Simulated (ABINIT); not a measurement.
# A GW chain in ABINIT: LiHF2 (C2/m), part 3 of 3

How does a plane-wave GW calculation on LiHF2 (C2/m) run from the first input to the gap?

ABINIT 10.8.3; PBEsol and many-body steps on it, plane waves. Known limits of the many-body steps: not at the basis limit; coarse k mesh.

So far. Step 3 (Bands along the symmetry lines): The gap is 8.408 eV, +0.003 eV from the run before at this level. Step 4 (Empty states on the mesh, 4×4×2 mesh, 34 bands): On this mesh the gap is 8.408 eV.

## 5. Screening, 4×4×2 mesh, 30 bands, screening to 106.1 eV

The RPA dielectric matrix is built and inverted for each q.

This step: RPA screening on PBEsol, plane waves, norm-conserving pseudopotentials.

Input file run.abi:

```
acell 3*1.0 Angstrom
rprim 
  2.547496000000 -1.534899000000 -0.000000000000
  2.547496000000 1.534899000000 -0.000000000000
  -2.526944000000 -0.000000000000 4.201520000000
ntypat 3
znucl 3 1 9
natom 4
typat 1 2 3 3
xred 
  0.000000000000 0.000000000000 0.000000000000
  0.000000000000 0.000000000000 0.500000000000
  0.209803000000 0.209803000000 0.750702000000
  0.790197000000 0.790197000000 0.249298000000
pp_dirpath "pseudos"
pseudos "Li.upf, H.upf, F.upf"
ecut 36
ngkpt 4 4 2
nshiftk 1
shiftk 0 0 0
kptopt 1
chksymbreak 0
istwfk *1
occopt 1
irdwfk 1
optdriver 3
nband 30
ecuteps 3.9
inclvkb 2
awtr 1
symchi 1
indata_prefix "in"
outdata_prefix "out"
tmpdata_prefix "tmp"
```

Command:

```
> OMP_NUM_THREADS=1 mpirun -n 4 abinit run.abi > log
```

Numbers of over 12 decimals in the logs are rounded to 6 here.

Log:

```text
.Version 10.8.3 of ABINIT. v10.8.2 released Aug 2026.

 Symmetries : space group C2/m (# 12); Bravais mC (1-face-center monocl.)
[... echo of the input left out ...]
== DATASET  1 ==================================================================
-   mpi_nproc: 4, omp_nthreads: 1 (-1 if OMP is not activated)

--- !DatasetInfo
iteration_state: {dtset: 1, }
dimensions: {natom: 4, nkpt: 14, mband: 30, nsppol: 1, nspinor: 1, nspden: 1, mpw: 2327, }
cutoff_energies: {ecut:  36.0, pawecutdg:  -1.0, }
electrons: {nelect:   1.80000000E+01, charge:   0.00000000E+00, occopt:   1.00000000E+00, tsmear:   1.00000000E-02, }

 SCREENING: Calculation of the susceptibility and dielectric matrices

 Based on a program developped by R.W. Godby, V. Olevano, G. Onida, and L. Reining.
 Incorporated in ABINIT by V. Olevano, G.-M. Rignanese, and M. Torrent.
.Using double precision arithmetic ; gwpc =  8

[... cell and pseudopotentials left out ...]
--------------------------------------------------------------------------------

 ==== K-mesh for the wavefunctions ====
 Number of points in the irreducible wedge :    14
[... list of points left out ...]
 Together with  4 symmetry operations and time-reversal symmetry
 yields    32 points in the full Brillouin Zone.

 ==== Q-mesh for the screening function ====
 Number of points in the irreducible wedge :    14
[... list of points left out ...]
 Together with  4 symmetry operations and time-reversal symmetry
 yields    32 points in the full Brillouin Zone.

 setmesh: FFT mesh size selected  =    20x   20x   30
          total number of points  =        12000

 vcoul_init : cutoff-mode = AUXILIARY_FUNCTION
 q-points for optical limit:   1
     1)      0.000010    0.000020    0.000030

- screening: taking advantage of time-reversal symmetry
- Maximum band index for partially occupied states nbvw = 9
- Remaining bands to be divided among processors   nbcw = 21
- Number of bands treated by each node ~5

 Number of electrons calculated from density =   18.0000; Expected =   18.0000
 average of density, n =  0.081179
 r_s =    1.4327
 omega_plasma =   27.4839 [eV]

 calculating chi0 at frequencies [eV] :
  1    0.000000E+00    0.000000E+00
  2    0.000000E+00    2.748392E+01

--------------------------------------------------------------------------------
  q-point number  1        q = ( 0.000000, 0.000000, 0.000000) [r.l.u.]
--------------------------------------------------------------------------------
[... chi0 elements left out ...]
 For q-point:  0.000010 0.000020 0.000030
  dielectric constant =   2.0483
  dielectric constant without local fields =   2.1390

  Average fulfillment of the sum rule on Im[epsilon] for q-point    1 :     30.15  [%]
[... wings left out ...]
  q-point number  2        q = ( 0.250000, 0.000000, 0.000000) [r.l.u.]
--------------------------------------------------------------------------------
[... chi0 elements left out ...]
  Average fulfillment of the sum rule on Im[epsilon] for q-point    2 :     43.68  [%]

 [... 12 further q-points ...]
```

The job ended after 7.9 s (4 MPI ranks of Intel Xeon Platinum 8259CL at 2.50GHz (Skylake/Cascade Lake), shared host; peak memory 0.5 GiB).

Numbers from this step:

- ε∞ with local fields, on this mesh, along the program's q direction: 2.048
- the same without local fields: 2.139
- plasma frequency: 27.48 eV
- plane waves in the screening matrix: 89

Local fields lower ε∞ by 4 %. On a Γ-centred mesh this coarse the value itself is usually too large, while a short band sum pulls it down.

## 6. Self-energy, 4×4×2 mesh, 30 bands, screening to 106.1 eV

The self-energy is evaluated for the states that the input lists, and the levels follow from it, in one-shot runs by the linearised quasiparticle equation.

This step: G0W0 on PBEsol, plane waves, norm-conserving pseudopotentials.

Changes to run.abi since step 5:

```diff
@@ -25,8 +25,17 @@
 irdwfk 1
-optdriver 3
+optdriver 4
 nband 30
+gwcalctyp 0
+ecutsigx 36
+symsigma 1
+nkptgw 2
+kptgw 
+  0.0000000000 0.0000000000 0.5000000000
+  0.0000000000 0.0000000000 0.0000000000
+bdgw 
+  8 11
+  8 11
 ecuteps 3.9
-inclvkb 2
-awtr 1
-symchi 1
+irdscr 1
+ppmodel 1
 indata_prefix "in"
```

Log:

```text
.Version 10.8.3 of ABINIT. v10.8.2 released Aug 2026.

 Symmetries : space group C2/m (# 12); Bravais mC (1-face-center monocl.)
[... echo of the input left out ...]
== DATASET  1 ==================================================================
-   mpi_nproc: 4, omp_nthreads: 1 (-1 if OMP is not activated)

--- !DatasetInfo
iteration_state: {dtset: 1, }
dimensions: {natom: 4, nkpt: 14, mband: 30, nsppol: 1, nspinor: 1, nspden: 1, mpw: 2327, }
cutoff_energies: {ecut:  36.0, pawecutdg:  -1.0, }
electrons: {nelect:   1.80000000E+01, charge:   0.00000000E+00, occopt:   1.00000000E+00, tsmear:   1.00000000E-02, }

 SIGMA: Calculation of the GW corrections

 Based on a program developped by R.W. Godby, V. Olevano, G. Onida, and L. Reining.
 Incorporated in ABINIT by V. Olevano, G.-M. Rignanese, and M. Torrent.
.Using double precision arithmetic ; gwpc =  8

[... cell and pseudopotentials left out ...]
--------------------------------------------------------------------------------

 ==== K-mesh for the wavefunctions ====
 Number of points in the irreducible wedge :    14
[... list of points left out ...]
 Together with  4 symmetry operations and time-reversal symmetry
 yields    32 points in the full Brillouin Zone.

 ==== Q-mesh for screening function ====
 Number of points in the irreducible wedge :    14
[... list of points left out ...]
 Together with  4 symmetry operations and time-reversal symmetry
 yields    32 points in the full Brillouin Zone.

 vcoul_init : cutoff-mode = AUXILIARY_FUNCTION
 q-points for optical limit:   1
     1)      0.000010    0.000020    0.000030
 setmesh: FFT mesh size selected  =    27x   27x   45
          total number of points  =        32805

 Number of electrons calculated from density =   18.0000; Expected =   18.0000
 average of density, n =  0.081179
 r_s =    1.4327
 omega_plasma =   27.4839 [eV]

 === KS Band Gaps ===
  >>>> For spin  1
   Minimum direct gap =   8.5313 [eV], located at k-point      :   0.0000  0.0000  0.0000
   Fundamental gap    =   8.4081 [eV], Top of valence bands at :   0.0000  0.0000  0.5000
                                       Bottom of conduction at :   0.0000  0.0000  0.0000
 SIGMA fundamental parameters:
 PLASMON POLE MODEL  1
 number of plane-waves for SigmaX                 2327
 number of plane-waves for SigmaC and W             89
 number of plane-waves for wavefunctions          2327
 number of bands                                    30
 number of independent spin polarizations            1
 number of spinorial components                      1
 number of k-points in IBZ                          14
 number of q-points in IBZ                          14
 number of symmetry operations                       4
 number of k-points in BZ                           32
 number of q-points in BZ                           32
 number of frequencies for dSigma/dE                 9
 frequency step for dSigma/dE [eV]                0.25
 number of omega for Sigma on real axis              0
 max omega for Sigma on real axis  [eV]           0.00
 zcut for avoiding poles [eV]                     0.10

 EPSILON^-1 parameters (SCR file):
 dimension of the eps^-1 matrix on file             89
 dimension of the eps^-1 matrix used                89
 number of plane-waves for wavefunctions          2327
 number of bands                                    30
 number of q-points in IBZ                          14
 number of frequencies                               2
 number of real frequencies                          1
 number of imag frequencies                          1

 matrix elements of self-energy operator (all in [eV])

 Perturbative Calculation

--- !SelfEnergy_ee
iteration_state: {dtset: 1, }
kpoint     : [   0.000,    0.000,    0.500, ]
spin       : 1
KS_gap     :    9.591
QP_gap     :   14.101
Delta_QP_KS:    4.510
data: !SigmaeeData |
     Band     E0 <VxcDFT>   SigX SigC(E0)      Z dSigC/dE  Sig(E)    E-E0       E
        8  -2.711 -22.449 -30.373   4.915   0.833  -0.201 -24.954  -2.505  -5.216
        9  -2.601 -22.716 -30.636   4.956   0.832  -0.202 -25.183  -2.467  -5.067
       10   6.990 -10.436  -5.691  -2.467   0.897  -0.114  -8.392   2.044   9.034
       11   9.683 -11.936  -6.668  -2.620   0.891  -0.122  -9.577   2.360  12.042

--- !SelfEnergy_ee
iteration_state: {dtset: 1, }
kpoint     : [   0.000,    0.000,    0.000, ]
spin       : 1
KS_gap     :    8.531
QP_gap     :   12.638
Delta_QP_KS:    4.107
data: !SigmaeeData |
     Band     E0 <VxcDFT>   SigX SigC(E0)      Z dSigC/dE  Sig(E)    E-E0       E
        8  -2.809 -22.503 -30.483   4.958   0.832  -0.202 -25.017  -2.513  -5.323
        9  -2.724 -23.300 -30.563   4.649   0.836  -0.196 -25.486  -2.186  -4.910
       10   5.807 -10.780  -6.129  -2.514   0.899  -0.112  -8.859   1.921   7.729
       11  10.146  -8.563  -3.435  -2.744   0.903  -0.107  -6.409   2.153  12.300

== END DATASET(S) ==============================================================
================================================================================

 -outvars: echo values of variables after computation  --------
           etotal      0.0000000000E+00
            nband          30
             nkpt          14
          spgroup          12
 [... the other variables as echoed above ...]

 Calculation completed.
```

Elapsed: 3.8 s, on 4 MPI ranks; peak memory 0.43 GiB; 14 s of CPU time.

Numbers from this step:

```yaml
g0w0_gap_on_the_points_computed: 12.64 eV
starting_gap_on_the_mesh: 8.408 eV
k_of_the_valence_top: 0, 0, 0
k_of_the_conduction_bottom: 0, 0, 0
z_at_the_valence_top: 0.836
z_at_the_conduction_bottom: 0.899
least_direct_g0w0_gap_on_the_computed_points: 12.64 eV
```

The gap on the mesh goes from 8.41 eV to 12.64 eV, a correction of +4.23 eV.

Limits: finite bands, cutoff and mesh; coarse k mesh. v1 is the top filled band, c1 the lowest empty one. The levels before and after the correction (eV, zero at the valence-band top of each column):

```
           conduction bottom  valence top
Kohn-Sham               8.41         0.00
     G0W0              12.64         0.00
```

```
           level  energy (eV)
Kohn-Sham   Γ v2       -0.209
Kohn-Sham   Γ v1       -0.123
Kohn-Sham   Γ c1        8.408
Kohn-Sham   Γ c2       12.747
     G0W0   Γ v2       -0.413
     G0W0   Γ v1        0.000
     G0W0   Γ c1       12.639
     G0W0   Γ c2       17.210
```

## 7. Where the time went

Times are wall times on 4 MPI ranks of Intel Xeon Platinum 8259CL at 2.50GHz (Skylake/Cascade Lake), shared host, good to a factor of about two.

| step | time | share | memory (GiB) |
| --- | --- | --- | --- |
| ground state | 53 s | 60 % | 0.37 |
| bands along the symmetry lines | 15 s | 17 % | 0.32 |
| empty states on the mesh | 9 s | 10 % | 0.3 |
| screening | 7.9 s | 9 % | 0.5 |
| self-energy | 3.8 s | 4 % | 0.43 |

## 8. Results

```
PBEsol gap           : 8.40 eV, indirect
G0W0 gap on the mesh : 12.64 eV
GW settings          : 4×4×2 mesh, 30 bands, screening to 106.1 eV, Godby-Needs plasmon pole
known limits         : not at the basis limit; coarse k mesh
```

**Reading.** G0W0 moves the gap on the mesh from 8.41 eV to 12.64 eV (+4.23 eV), with Z of 0.84 and 0.90 at the edges. Local fields lower the RPA ε∞ on this mesh from 2.14 to 2.05; a Γ-centred mesh this coarse tends to raise both, most where the direct gap is narrow, while a short band sum lowers them. Only 2 of the mesh's irreducible points were corrected, so a valley elsewhere could overtake. The dearest step here is «ground state». Bands and cutoff are finite, so the gap is not at the basis limit. The miss can reach some tenths of an eV and take either sign; the mesh is an error of its own. In the G0W0 run levels were corrected at 2 k points alone, so a gap called «on the mesh» is the least over those, and an edge elsewhere would be missed. The 4×4×2 mesh is coarse for this cell, which bears on the long-range parts of exchange and screening.

[Paths, hosts, dates, memory and timing lines, banners, echoed tables and standing remarks are left out of the program output.]

[Logs are printed without paths, hosts, clocks, repeated set-up lines and the standing remarks that a program may print on its own settings, such as how far it seeks lower states.]

[Runs of the session that timed out or met a known fault of the program may be left out.]

[Hosts, paths, dates, database ids (printed as entryN), source tags and the programs' standing remarks are cut or masked in the printed files.]

[G0W0 gaps are taken among the corrected bands and points alone; a level outside them can change the order at an edge.]

[Where Ansatz stands beside ABINIT at settings called matched, ABINIT's density can come from a denser mesh and the files from another edition; pairs whose starting gaps differed by over 0.03 eV were left out, so agreement reads better than it is.]
